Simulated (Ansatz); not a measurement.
# K2H4Ru, from a guessed structure to a relaxed one, part 2 of 2

Starting from a made-up structure for K2H4Ru, the aim is the relaxed cell, its shortest contacts and, where a second run follows, its electronic structure.

Ansatz 0.2.0; DFT, PBE, plane-wave PAW, files of the set soft_1, scalar-relativistic, no spin, cell and ions relaxed at zero pressure; PAW set soft_1 (the session's first sound run).

So far: Set-up; Relaxing cell and atoms. The relaxed cell has a = 6.108, c = 7.462 Å (conventional setting).

### 3. Electronic structure of the relaxed cell

A second self-consistent run takes a narrower smearing and the mesh shown in its input; the bands follow along the standard path of the relaxed lattice.

This step: DFT, PBE, plane-wave PAW, files of the set soft_1, scalar-relativistic, no spin, bands and density of states at the relaxed cell; PAW set soft_1 (Ansatz 0.2.0).

File input.yaml:

```yaml
crystal:
  lattice:
    - [-3.0539039933, 3.0539039933, 3.7309238573]
    - [3.0539039933, -3.0539039933, 3.7309238573]
    - [3.0539039933, 3.0539039933, -3.7309238573]
  atoms:
    - { symbol: Ru, position: [0.0, 0.0, 0.0] }
    - { symbol: K, position: [0.75, 0.25, 0.5] }
    - { symbol: K, position: [0.25, 0.75, 0.5] }
    - { symbol: H, position: [0.7992511243, 0.7992511243, 0.5985022486] }
    - { symbol: H, position: [0.7992511243, 0.2007488757, 0.0] }
    - { symbol: H, position: [0.2007488757, 0.2007488757, 0.4014977514] }
    - { symbol: H, position: [0.2007488757, 0.7992511243, 0.0] }
kpoints:
  mp_grid: { grid: [8, 8, 8] }
  band_path:
    path:
      - [[0.0, 0.0, 0.0], [0.0, 0.0, 0.5], [-0.33500246, 0.33500246, 0.5], [-0.41750123, 0.41750123, 0.41750123], [0.0, 0.0, 0.0], [0.5, 0.5, -0.5], [0.41750123, 0.58249877, -0.41750123], [0.0, 0.5, 0.0], [0.25, 0.25, 0.25], [0.5, 0.5, -0.33500246], [0.5, 0.5, -0.5]]
      - [[0.0, 0.0, 0.5], [0.25, 0.25, 0.25]]
    npoints: 7
scf:
  occupations: { method: fermi_dirac, width: 0.03 }
  n_extra_bands: 11
hamiltonian:
  xc: pbe
  pseudopotentials: { kind: paw, azcp: { folder: soft_1 } }
output:
  forces: true
  stress: true
  write_bands: true
  dos: { projected: true }
  write_density: true
  write_potential: true
  elf: true
  volumetric_format: npy
```

The run is started by

```sh
> ansatz run input.yaml --threads 4 --pin off --max-ram 10240MiB --backend cpu --events-out ev --progress --plain --runs-dir out
```

Numbers of over 12 decimals in the logs are rounded to 6 here.

Log:

```text
[...]
Crystal: 7 atoms, lattice volume = 139.183 Å³
Basis set: ecut = 420 eV, 2741 PW (Γ), exchange–correlation on 80×80×80 points (8 copies of the dense FFT grid, shifted against one another)
Bands: 30, of which v1, the nominal top of the filled ones, is band 19 counted from 1 (18 counted from 0)
Symmetry: 16 space group operations
[...]
k-points: 59 of 512
[...]
SCF iter   1: F=—  HF=-9023.900575 eV  |F-HF|=—  |Δ(HF+E_count)|=         —  Δρ=1.42e-1  dr2=4.84e1  ethr=3.10e-3  ⟨swp⟩=6.3  Hψ=8497  notcnv=0  defer=17
[...]
SCF iter  15: F=-9016.038680 eV  HF=-9016.038680 eV  |F-HF|=5.44e-8  |Δ(HF+E_count)|=   2.71e-8  Δρ=1.07e-5  dr2=9.65e-8  ethr=2.63e-10  ⟨swp⟩=13.7  Hψ=12530  notcnv=0
SCF 1 converged in 15 iterations: F = -9016.038680 eV  dr2 = 9.65e-8
[...]
NSCF: frozen V_eff on 79 k-points
SCF converged after 15 iterations
Free energy (F): -9016.038680 eV
[...]
Internal energy: -9015.956937 eV  (E = F + TS)
E sigma→0 (E₀):  -9015.997808 eV
Entropy (-TS):   -0.081743 eV (-11.678 meV/atom)
Fermi energy:    2.351811 eV
[...]
--- Forces (eV/Å), atoms counted from 1 ---
  atom   1  Ru    -0.00000000     0.00000000     0.00000000
  atom   2  K      0.00000000    -0.00000000     0.00000000
  atom   3  K      0.00000000     0.00000000     0.00000000
  atom   4  H      0.00664096     0.00664096     0.00000000
  atom   5  H     -0.00664096     0.00664096     0.00000000
  atom   6  H     -0.00664096    -0.00664096     0.00000000
  atom   7  H      0.00664096    -0.00664096     0.00000000
  max |Σ_I F_I| component: 1.73e-18 eV/Å
--- Stress (GPa, compression-positive) ---
       -0.060229       0.000000       0.000000
        0.000000      -0.060229       0.000000
        0.000000       0.000000      -0.099466
  P = ⅓ Tr σ = -0.0733 GPa (-0.733 kbar)
--- Band table (eV; the first three rows and the last of 59) ---
  k-point 0: bands = [... 15 lower, 1.3019, 2.0581, 2.2594, 2.2594, 2.3276, 6.5432, 6.9033, 7.6891, ... 7 higher]
  k-point 1: bands = [... 15 lower, 1.3322, 2.1601, 2.2408, 2.2667, 2.3279, 6.5237, 6.7354, 7.9075, ... 7 higher]
  k-point 2: bands = [... 15 lower, 1.4061, 2.1943, 2.2847, 2.3014, 2.3283, 6.2511, 6.4715, 8.2182, ... 7 higher]
  k-point 58: bands = [... 15 lower, 1.2752, 2.1721, 2.3327, 2.3327, 2.4265, 4.5297, 6.0346, 7.5328, ... 7 higher]
```

Elapsed: 6 s, on 4 threads of Arm Neoverse V2, shared host; peak memory 0.54 GiB; 23 s of CPU time.

Numbers from this step:

* free energy: -9016.0387 eV
* energy at zero smearing: -9015.9978 eV
* smearing term TS: 0.08174 eV
* Fermi energy: 2.352 eV
* pressure: -0.07331 GPa

From bands.tsv, the bands that come nearest the Fermi level along the path, at its corners, in eV from the Fermi level:

```tsv
point	band 16	band 17	band 18	band 19	band 20	band 21	band 22	band 23
Γ	-1.05	-0.29	-0.09	-0.09	-0.02	4.19	4.55	5.34
X	-0.84	-0.23	-0.04	-0.02	0.02	3.24	4.04	5.68
Y	-1.06	-0.12	-0.08	-0.02	0.09	2.51	3.94	5.03
S	-1.04	-0.14	-0.05	-0.03	0.08	2.35	3.85	5.24
Γ	-1.05	-0.29	-0.09	-0.09	-0.02	4.19	4.55	5.34
Z	-1.08	-0.18	-0.02	-0.02	0.07	2.18	3.68	5.18
S1	-1.04	-0.14	-0.05	-0.03	0.08	2.35	3.85	5.24
N	-0.93	-0.21	-0.06	-0.04	0.05	3.44	4.31	5.69
P	-1.34	-0.08	-0.08	-0.02	0.05	2.77	4.94	6.43
Y1	-1.06	-0.12	-0.08	-0.02	0.09	2.51	3.94	5.03
Z	-1.08	-0.18	-0.02	-0.02	0.07	2.18	3.68	5.18
X	-0.84	-0.23	-0.04	-0.02	0.02	3.24	4.04	5.68
P	-1.34	-0.08	-0.08	-0.02	0.05	2.77	4.94	6.43
```

Counts of states for the cell as run, both spins, by energy window (eV from the Fermi level):

```csv
from,to,total
-8,-7,0.00
-7,-6,0.00
-6,-5,0.00
-5,-4,0.25
-4,-3,3.75
-3,-2,0.00
-2,-1,3.16
-1,0,7.32
0,1,1.52
1,2,0.00
2,3,0.50
3,4,1.68
4,5,2.03
5,6,2.04
```

Below -8 eV lie 24.0 more states.

Electrostatic potential energy in the ab plane of the conventional cell at fractional z = 0.000, with atoms of Ru and H within 0.2 Å of it. With pseudopotentials it is smooth inside the atoms' cores, unlike the true potential.

Ten even steps from '0' (-60 eV) to '9' (7 eV), each cell a mean:
```
00599999999999720
13789999999999852
78757999999986687
99746999999984699
99989999999998899
99999999999999999
99999999999999999
99999999999999999
99999999999999999
99999999999999999
99999999999999999
99999999999999999
99868999999996799
99746999999984589
46878999999997775
01699999999999830
00499999999999710
```
Columns run along a (6.1 Å; values clipped at the 3rd and 97th percentile), rows up along b (6.1 Å), edges of the conventional cell, whose origin can differ from the input's. Atoms in or near the plane, at fractional coordinates: Ru at (0.00, 0.00), H at (0.80, 0.80), H at (0.20, 0.80), H at (0.20, 0.20), H at (0.80, 0.20).

Valence density in the ab plane of the conventional cell at fractional z = 0.000, with atoms of Ru and H within 0.2 Å of it. It is the smooth field of the valence electrons, not physical close to the nuclei.

Values in units of 1e0 e/Å³, 9 rows by 16 columns, each cell a mean:
```
7.0 3.6 1.0 0.4 0.2 0.1 0.0 0.0 0.0 0.0 0.1 0.1 0.3 0.6 2.1 5.8
0.6 0.5 0.9 1.3 0.5 0.1 0.0 0.0 0.0 0.0 0.1 0.3 1.0 1.1 0.6 0.6
0.1 0.2 0.3 0.4 0.2 0.1 0.0 0.0 0.0 0.0 0.1 0.1 0.3 0.4 0.2 0.1
0.0 0.0 0.0 0.0 0.0 0.0 0.0 0.0 0.0 0.0 0.0 0.0 0.0 0.0 0.0 0.0
0.0 0.0 0.0 0.0 0.0 0.0 0.0 0.0 0.0 0.0 0.0 0.0 0.0 0.0 0.0 0.0
0.0 0.1 0.1 0.1 0.1 0.0 0.0 0.0 0.0 0.0 0.0 0.0 0.1 0.1 0.1 0.0
0.2 0.2 0.5 0.7 0.3 0.1 0.0 0.0 0.0 0.0 0.1 0.2 0.6 0.6 0.3 0.2
1.3 0.8 0.8 1.1 0.4 0.1 0.0 0.0 0.0 0.0 0.1 0.3 0.8 1.0 0.7 1.1
9.2 4.9 1.2 0.3 0.2 0.1 0.0 0.0 0.0 0.0 0.1 0.1 0.2 0.6 2.9 7.6
```
Columns run along a (6.1 Å), rows up along b (6.1 Å), edges of the conventional cell, whose origin can differ from the input's. Atoms in or near the plane, at fractional coordinates: Ru at (0.00, 0.00), H at (0.80, 0.80), H at (0.20, 0.80), H at (0.20, 0.20), H at (0.80, 0.20).

ELF in the ab plane of the conventional cell at fractional z = 0.000, with atoms of Ru and H within 0.2 Å of it. It is the smooth field of the valence electrons, not physical close to the nuclei.

Ten even steps from '0' (0.00) to '9' (1.00), each cell a mean:
```
55323310000243245
53368730002687434
23799961004899842
25999982005999973
36999982005999984
24799961003899862
01355420001355420
00000000000000000
00000000000000000
00122100000122100
12578740002688631
25999971004999973
26999982005999983
24899972005999962
43589951003799733
54346520001465335
55422210000232255
```
Columns run along a (6.1 Å), rows up along b (6.1 Å), edges of the conventional cell, whose origin can differ from the input's. Atoms in or near the plane, at fractional coordinates: Ru at (0.00, 0.00), H at (0.80, 0.80), H at (0.20, 0.80), H at (0.20, 0.20), H at (0.80, 0.20).

### 4. What came out

```
space group, relaxed : I4/mmm
conventional cell    : a = 6.108, b = 6.108, c = 7.462 Å; α = 90.0°, β = 90.0°, γ = 90.0°
volume per atom      : 19.88 Å³ (guess 17.67)
```

In words: K2H4Ru relaxes to I4/mmm with a = 6.108, b = 6.108 and c = 7.462 Å. The guessed volume was 11 % too small. The space group I4/mmm was held in the relaxation, so the end point is a stationary structure within it and may be a saddle against distortions or other arrangements. Bands cross the Fermi level, so it is a metal or semimetal at this level. On the 8×8×8 mesh with the narrower smearing (relaxed on 7×7×7) the largest force component is 0.007 eV/Å and the largest stress component is 0.099 GPa, against the relaxation's thresholds of 0.015 eV/Å and 0.05 GPa. The cutoff wasn't tested. No dispersion term is used, so weakly bound directions may come out too long. The runs have no spin, and magnetism wasn't tested. Nothing here tests whether the compound is stable against decomposition.

[Logs are printed without paths, hosts, clocks, repeated set-up lines and the standing remarks that a program may print on its own settings, such as how far it seeks lower states.]

[Hosts, paths, dates, database ids (printed as entryN), source tags and the programs' standing remarks are cut or masked in the printed files.]
